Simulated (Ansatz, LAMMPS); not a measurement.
## Structural relaxation of Li+ BF4- in ethylene carbonate and dimethyl sulfoxide and propylene carbonate, from a frame at 440 K (188 atoms)

Wanted: the relaxed structure of Li+ BF4- in ethylene carbonate and dimethyl sulfoxide and propylene carbonate, from a frame at 440 K (188 atoms) and its electronic structure.

Program: Ansatz 0.2.0. Level of theory: Kohn-Sham DFT, PBE+D4, PAW (set soft_2), plane waves. Results are calculated unless marked as measured.

### Step 1. Set-up

The cell holds 188 atoms: 44 C, 34 O, 76 H, 4 S, 5 B, 20 F and 5 Li. Cell: a = 13.521 Å, b = 13.521 Å, c = 13.521 Å, α = 90.0°, β = 90.0°, γ = 90.0°. 4 ethylene carbonate, 4 dimethyl sulfoxide, 6 propylene carbonate, 5 Li+, 5 BF4- placed at random, at 1.17 g/cm³; overlaps pushed apart, then 10 ps at 550 K with stiff harmonic cages for PF6 and BF4 with UFF radii; Joung-Cheatham ions (J. Phys. Chem. B 112, 9020 (2008)); MMFF94 bonds, angles, torsions, charges and radii (Halgren, J. Comput. Chem. 17, 490 (1996)) in harmonic and 12-6 forms; charges of ions scaled by 0.8. Snapshot after 30 ps at 440 K and fixed volume.

What the set-up can't give: The network of contacts between molecules at the start is that of the classical potential that made the cell. Sampling is at Γ alone, for a cell whose shortest periodic width is 14 Å.

### Step 2. Making the structure

A classical potential supplies the starting structure, since it reaches far longer times than DFT.

This step: classical MD, stiff harmonic cages for PF6 and BF4 with UFF radii; Joung-Cheatham ions (J. Phys. Chem. B 112, 9020 (2008)); MMFF94 bonds, angles, torsions, charges and radii (Halgren, J. Comput. Chem. 17, 490 (1996)) in harmonic and 12-6 forms; charges of ions scaled by 0.8 (LAMMPS 22 Jul 2025 - Update 4).

in.lmp reads:

```
# Li+ BF4- in ethylene carbonate and dimethyl sulfoxide and propylene carbonate
units real
atom_style full
boundary p p p
bond_style harmonic
angle_style harmonic
dihedral_style opls
improper_style harmonic
special_bonds lj 0 0 0.5 coul 0 0 0.75
read_data data.lmp
neigh_modify delay 0 every 1 check yes one 4000
comm_modify cutoff 12.0
timestep 0.5
thermo_style custom step time temp pe press density
thermo_modify norm yes
# push overlapping molecules apart
pair_style soft 2.6
pair_coeff * * 0.0
variable a equal ramp(1,60)
fix ad all adapt 1 pair soft a * * v_a
velocity all create 550 706454 mom yes dist gaussian
fix lim all nve/limit 0.03
fix lan all langevin 550 550 50 706455 zero yes
thermo 1000
run 3000 post no
unfix ad
pair_style lj/cut/coul/long 9.0
pair_modify mix arithmetic tail yes
pair_coeff 1 1 0.0678 3.3680   # C
pair_coeff 2 2 0.0763 3.0430   # O
pair_coeff 3 3 0.0678 3.4070   # C
pair_coeff 4 4 0.0763 2.9870   # O
pair_coeff 5 5 0.0216 2.5400   # H
pair_coeff 6 6 0.2681 3.6400   # S
# [... 21 lines left out ...]
compute msd all msd com yes
thermo 7500
fix md all nvt temp 440 440 100
run 30000 post no
print "== T440: mean square displacement over the hold $(c_msd[4]:%.2f) A^2"
unfix md
uncompute msd
write_dump all custom T440.dump id type xs ys zs modify sort id
```

Run with:

```sh
lmp -in in.lmp -log none -nocite
```

Numbers of over 12 decimals in the logs are rounded to 6 here.

Log:

```text
LAMMPS (22 Jul 2025 - Update 4)
Reading data file ...
  orthogonal box = (0 0 0) to (13.52072 13.52072 13.52072)
  188 atoms
  orthogonal box = (0 0 0) to (13.52072 13.52072 13.52072)
  204 bonds
  266 angles
  292 dihedrals
  10 impropers
WARNING: Bond/angle/dihedral extent > half of periodic box length
   Step          Time           Temp          PotEng         Press         Density
         0   0              550            0.43262904     5727.6715      1.1729995
      1000   500            533.24551      1.6662         10079.17       1.1729995
      2000   1000           509.62728      1.5057494      14795.526      1.1729995
[... 46 lines left out ...]
WARNING: Bond/angle/dihedral extent > half of periodic box length
   Step          Time           Temp          PotEng         Press         Density
[... 2 lines left out ...]
     30000   29000          503.03026     -4.0734113      2329.0957      1.1729995
     37500   36500          485.41315     -4.0987516     -2391.4712      1.1729995
     45000   44000          482.97174     -4.139818       330.61202      1.1729995
     47000   46000          455.35034     -4.111688       3182.4108      1.1729995
WARNING: Bond/angle/dihedral extent > half of periodic box length
Loop time of 16.4422 s on 1 MPI rank(s) for 30000 steps with 188 atoms
== T440: mean square displacement over the hold 19.29 A^2
```

It took 27 s on 1 thread of Arm Neoverse V2, shared host; peak memory 0.12 GiB.

The input also reads data.lmp (atoms, bonds and types; not printed here).

### Step 3. Single point at the start

The forces at the start show how far the geometry lies from a minimum of this functional.

input.yaml reads:

```yaml
crystal:
  lattice:
    - [13.52072, 0.0, 0.0]
    - [0.0, 13.52072, 0.0]
    - [0.0, 0.0, 13.52072]
  atoms:
    - { symbol: C, position: [0.63375, 0.85386, 0.3589] }
    - { symbol: C, position: [0.60481, 0.77275, 0.27982] }
    - { symbol: C, position: [0.4962, 0.74866, 0.28064] }
    - { symbol: O, position: [0.45045, 0.82332, 0.2241] }
    - { symbol: C, position: [0.5228, 0.84066, 0.1528] }
    - { symbol: O, position: [0.51265, 0.88887, 0.07922] }
    - { symbol: O, position: [0.61627, 0.80489, 0.18512] }
    - { symbol: H, position: [0.60749, 0.83624, 0.43005] }
    - { symbol: H, position: [0.60439, 0.92508, 0.34016] }
    - { symbol: H, position: [0.714, 0.86254, 0.35861] }
    - { symbol: H, position: [0.65159, 0.70848, 0.29494] }
    - { symbol: H, position: [0.47324, 0.67812, 0.2389] }
    - { symbol: H, position: [0.4707, 0.73922, 0.36] }
    - { symbol: C, position: [0.85925, 0.17641, 0.49157] }
    - { symbol: C, position: [0.89672, 0.12025, 0.58076] }
    - { symbol: C, position: [0.81858, 0.12117, 0.66708] }
    - { symbol: O, position: [0.75596, 0.04329, 0.63332] }
    - { symbol: C, position: [0.82057, 0.98131, 0.59542] }
    - { symbol: O, position: [0.79778, 0.89497, 0.58336] }
    - { symbol: O, position: [0.91088, 0.02021, 0.56478] }
    - { symbol: H, position: [0.91663, 0.18925, 0.43258] }
    - { symbol: H, position: [0.82689, 0.24698, 0.51605] }
    - { symbol: H, position: [0.80103, 0.13487, 0.45834] }
    - { symbol: H, position: [0.96436, 0.15638, 0.5986] }
    - { symbol: H, position: [0.85077, 0.09469, 0.73783] }
    - { symbol: H, position: [0.76934, 0.18454, 0.66795] }
    - { symbol: C, position: [0.9733, 0.80858, 0.83749] }
    - { symbol: C, position: [0.93458, 0.70456, 0.85268] }
    - { symbol: C, position: [0.9838, 0.62352, 0.8014] }
    - { symbol: O, position: [0.07588, 0.62307, 0.84764] }
    - { symbol: C, position: [0.04444, 0.63296, 0.9476] }
    - { symbol: O, position: [0.09966, 0.62044, 0.01895] }
    [... 150 atom lines left out ...]
    - { symbol: F, position: [0.00768, 0.19644, 0.87395] }
    - { symbol: Li, position: [0.30237, 0.83099, 0.23127] }
    - { symbol: Li, position: [0.87926, 0.17297, 0.96501] }
    - { symbol: Li, position: [0.74308, 0.76583, 0.62207] }
    - { symbol: Li, position: [0.3842, 0.42348, 0.36465] }
    - { symbol: Li, position: [0.13834, 0.48379, 0.08496] }
kpoints:
  mp_grid: { grid: [1, 1, 1] }
hamiltonian:
  xc: pbe
  dispersion: d4
scf:
  occupations: { method: fixed }
output:
  forces: true
  stress: true
  populations: true
  dos:
    method: { smearing: { sigma: 0.08 } }
    de: 0.1
    projected: { site_lists: { B: [B], C: [C], F: [F], H: [H], Li: [Li] } }
  eigenvalues: true
```

Run with:

```sh
ansatz run input.yaml --threads 4 --pin off --max-ram 8192MiB --backend cpu --events-out ev --progress --plain --runs-dir out
```

Log:

```text
Engine: ansatz 0.2.0, aarch64-unknown-linux-gnu
Pseudopotentials: kind: paw
Pseudopotential: C, paw, valence charge 4, recommended cutoff 420 eV (normal), C.paw.azcp
Pseudopotential: O, paw, valence charge 6, recommended cutoff 420 eV (normal), O.paw.azcp
Pseudopotential: H, paw, valence charge 1, recommended cutoff 420 eV (normal), H.paw.azcp
Pseudopotential: S, paw, valence charge 6, recommended cutoff 420 eV (normal), S.paw.azcp
Pseudopotential: B, paw, valence charge 3, recommended cutoff 420 eV (normal), B.paw.azcp
Pseudopotential: F, paw, valence charge 7, recommended cutoff 420 eV (normal), F.paw.azcp
Pseudopotential: Li, paw, valence charge 3, recommended cutoff 420 eV (normal), Li.paw.azcp
[... 5 lines on functional and potentials left out ...]
Crystal: 188 atoms, lattice volume = 2471.721 Å³
Basis set: ecut = 420 eV, 48489 PW (Γ), exchange–correlation on 192×192×192 points (8 copies of the dense FFT grid, shifted against one another)
Bands: 513, of which v1, the nominal top of the filled ones, is band 325 counted from 1 (324 counted from 0)
Symmetry: 1 space group operations
Space group: P1 (ITA 1), of the structure as read, at distance tolerance 1.4e-4 Å
k-points: 1
[... 15 lines on functional and potentials left out ...]
Initial density: superposition of atomic densities (neutral atoms: chi_scale 0, normalization atom), corrected by the library's trained network
Initial wavefunctions: pseudopotential atomic-orbital guess
Functional: x = pbe(κ = 0.804, μ = 0.219515), c = pbe(β = 0.066725)
SCF iter   1: F=—  HF=-53140.135128 eV  |F-HF|=—  |Δ(HF+E_count)|=         —  Δρ=5.89e-3  dr2=1.13e0  ethr=1.77e-3  ⟨swp⟩=5.0  Hψ=1861  notcnv=0  defer=183
preconditioner: auto → Resta (q_TF=auto, 2.184 Å⁻¹)  ε∞=2.4  [insulator: Δε(μ)=4.212 eV  Ē_g=15.779 eV  n_scr=460 (ndim 8)  ℏωp=18.4 eV  f_vac=0.344  ε∞_Penn≈2.4]
SCF iter   2: F=—  HF=-53139.893550 eV  |F-HF|=—  |Δ(HF+E_count)|=   2.42e-1  Δρ=3.34e-3  dr2=2.40e-1  ethr=1.74e-4  ⟨swp⟩=3.0  Hψ=883  notcnv=0  defer=182
SCF iter   3: F=—  HF=-53139.861601 eV  |F-HF|=—  |Δ(HF+E_count)|=   3.19e-2  Δρ=1.41e-3  dr2=7.82e-2  ethr=3.69e-5  ⟨swp⟩=2.0  Hψ=621  notcnv=0  defer=186
SCF iter   4: F=—  HF=-53139.848616 eV  |F-HF|=—  |Δ(HF+E_count)|=   1.30e-2  Δρ=4.83e-4  dr2=8.48e-3  ethr=1.20e-5  ⟨swp⟩=3.0  Hψ=616  notcnv=0  defer=186
SCF iter   5: F=—  HF=-53139.847024 eV  |F-HF|=—  |Δ(HF+E_count)|=   1.59e-3  Δρ=3.09e-4  dr2=2.44e-3  ethr=1.30e-6  ⟨swp⟩=2.0  Hψ=902  notcnv=0  defer=186
SCF iter   6: F=—  HF=-53139.846466 eV  |F-HF|=—  |Δ(HF+E_count)|=   5.58e-4  Δρ=1.26e-4  dr2=3.98e-4  ethr=3.75e-7  ⟨swp⟩=2.0  Hψ=644  notcnv=0  defer=186
SCF iter   7: F=—  HF=-53139.846360 eV  |F-HF|=—  |Δ(HF+E_count)|=   1.05e-4  Δρ=3.99e-5  dr2=3.95e-5  ethr=6.13e-8  ⟨swp⟩=2.0  Hψ=643  notcnv=0  defer=186
SCF iter   8: F=—  HF=-53139.846833 eV  |F-HF|=—  |Δ(HF+E_count)|=   4.73e-4  Δρ=2.04e-5  dr2=9.99e-6  ethr=6.08e-9  ⟨swp⟩=2.0  Hψ=657  notcnv=0  defer=185
SCF iter   9: F=—  HF=-53139.846831 eV  |F-HF|=—  |Δ(HF+E_count)|=   1.84e-6  Δρ=6.70e-6  dr2=1.25e-6  ethr=1.54e-9  ⟨swp⟩=2.0  Hψ=647  notcnv=0  defer=185
SCF iter  10: F=—  HF=-53139.846831 eV  |F-HF|=—  |Δ(HF+E_count)|=   3.73e-8  Δρ=3.62e-6  dr2=3.24e-7  ethr=1.93e-10  ⟨swp⟩=2.0  Hψ=618  notcnv=0  defer=185
SCF iter  11: F=-53139.846831 eV  HF=-53139.846831 eV  |F-HF|=1.95e-8  |Δ(HF+E_count)|=   3.69e-8  Δρ=1.32e-6  dr2=5.05e-8  ethr=1.54e-11  ⟨swp⟩=20.0  Hψ=3726  notcnv=0
SCF 1 converged in 11 iterations: F = -53139.846831 eV  dr2 = 5.05e-8
  greatest PAW one-centre occupation: 1.000 electrons in one spin orbital (limit 2), on the Li atom at site 183 (counted from 0), in its partial waves of l = 0
SCF converged after 11 iterations
Free energy (F): -53139.846831 eV
Harris-Foulkes:  -53139.846831 eV  (|F-HF|=1.95e-8)
Internal energy: -53139.846831 eV  (E = F + TS)
E sigma→0 (E₀):  -53139.846831 eV
Fermi energy:    -0.918515 eV
--- Per-component energies (eV) ---
  E_band       = -6391.405810
  E_kinetic    = 15977.406900
  E_local      = -69109.940912  (includes V_loc(G=0)·N_el)
  E_nonlocal   = 4439.092436
  E_hartree    = 27315.897885
  E_xc         = -7481.983653
  E_vxc        = -9322.426504  (∫ρ·V_xc dr)
  E_paw        = -16716.107992  (= ΣΔE_a)
  E_vpaw       = -3007.349091  (= ΣTr[D̂ρ^β])
  E_aug_tail   = 0.021300  (compensation charges beyond the density's cutoff)
  E_ewald      = -7555.642147
  E_disp       = -8.590649  (pairwise vdW)
  E_smearing   = -0.000000  (= −TS)
  E_closure    = 0.000000  (closes the sum)
  Σ components = -53139.846831   (vs F -53139.846831, Δ=0.00e0)
--- Forces (eV/Å), atoms counted from 1 ---
  atom   1  C      0.51047149    -0.49908745    -2.05988358
  atom   2  C     -0.10211215    -0.10618531     3.12828806
  atom   3  C     -0.94151957    -3.40347728     1.95179069
  atom   4  O      1.09679021     0.72845086    -0.78599339
  atom   5  C      1.13894524     1.49269139    -0.37283953
  atom   6  O     -0.03049921    -0.42677726     0.38494398
  atom   7  O     -1.23573468     1.32852828    -2.83878642
  atom   8  H     -0.29886151    -0.58894251     1.38860926
  atom   9  H     -0.57245540     0.77185184    -0.42642202
  atom  10  H      0.13118568    -0.16626303     0.21891873
  atom  11  H     -0.05866885    -0.25393138    -0.16507037
  atom  12  H      0.87872678     0.70513537     0.95972981
  atom  13  H     -0.26038726     0.62855606    -1.16340533
  atom  14  C      0.42228098     0.34385880    -0.65878119
[...]
atom 187  Li    -0.26950160    -0.35385011    -0.62729741
  atom 188  Li     0.16610318     0.11133901    -0.43006674
  max |Σ_I F_I| component: 2.10e-4 eV/Å
--- Stress (GPa, compression-positive) ---
        1.258252      -0.491547      -0.156081
       -0.491546       2.767003      -0.832678
       -0.156081      -0.832679       2.185661
  P = ⅓ Tr σ = 2.0703 GPa (20.703 kbar)
--- Band table (eV) ---
  k-point 0: bands = ["-44.9069", "-44.6917", "-44.5024", "-44.2158", [... 497 levels ...], "10.1363", "10.1700", "10.2234", "10.2559", "10.2652", "10.2887", "10.3172", "10.3907", "10.4011", "10.4232", "10.4666", "10.5043"]
--- Löwdin populations: 188 sites ---
  site symbol       q [e]
     0      C      4.4985
     1      C      3.8945
     2      C      4.0588
[...]
187     Li      2.2126
  spilling = 0.012614 (of n_electrons = 650.000000)
```

Elapsed: 51 s, on 4 threads of Arm Neoverse V2, shared host; peak memory 3.6 GiB.

Read from the output:

```yaml
free_energy: -53139.8468 eV
free_energy_per_atom: -282.6588 eV/atom
scf_cycles: 11
pressure: 2.07 GPa
r_m_s_force_component: 1.131 eV/Å
longest_force: 4.446 eV/Å
fermi_energy: -0.9185 eV
spacing_of_highest_filled_and_lowest_empty_level: 4.072 eV
spilling_of_the_projection: 0.01261
```

The r.m.s. force component of 1.1 eV/Å and the pressure of 2.1 GPa set the starting point.

Length of the force by element:

```csv
element,coordination,atoms,mean length of the force (eV/Å),spread,least,most
B,all,5,2.34,0.995,1.03,3.95
C,all,44,2.32,1.03,0.760,4.45
F,all,20,1.85,1.10,0.494,4.41
H,all,76,1.06,0.576,0.0609,3.29
Li,all,5,0.734,0.138,0.474,0.871
O,all,34,1.90,0.911,0.361,4.05
S,all,4,3.39,0.921,1.83,4.12
```

(Part 1 of 3 ends here.)

[Logs are printed without paths, hosts, clocks, repeated set-up lines and the standing remarks that a program may print on its own settings, such as how far it seeks lower states.]

[Hosts, paths, dates, database ids (printed as entryN), source tags and the programs' standing remarks are cut or masked in the printed files.]

[The MMFF94 radii named for the starting cell were scaled by 0.96; in molecules described by MMFF94, hydrogen bound to N, O or S took a small fixed 12-6 site in their place.]
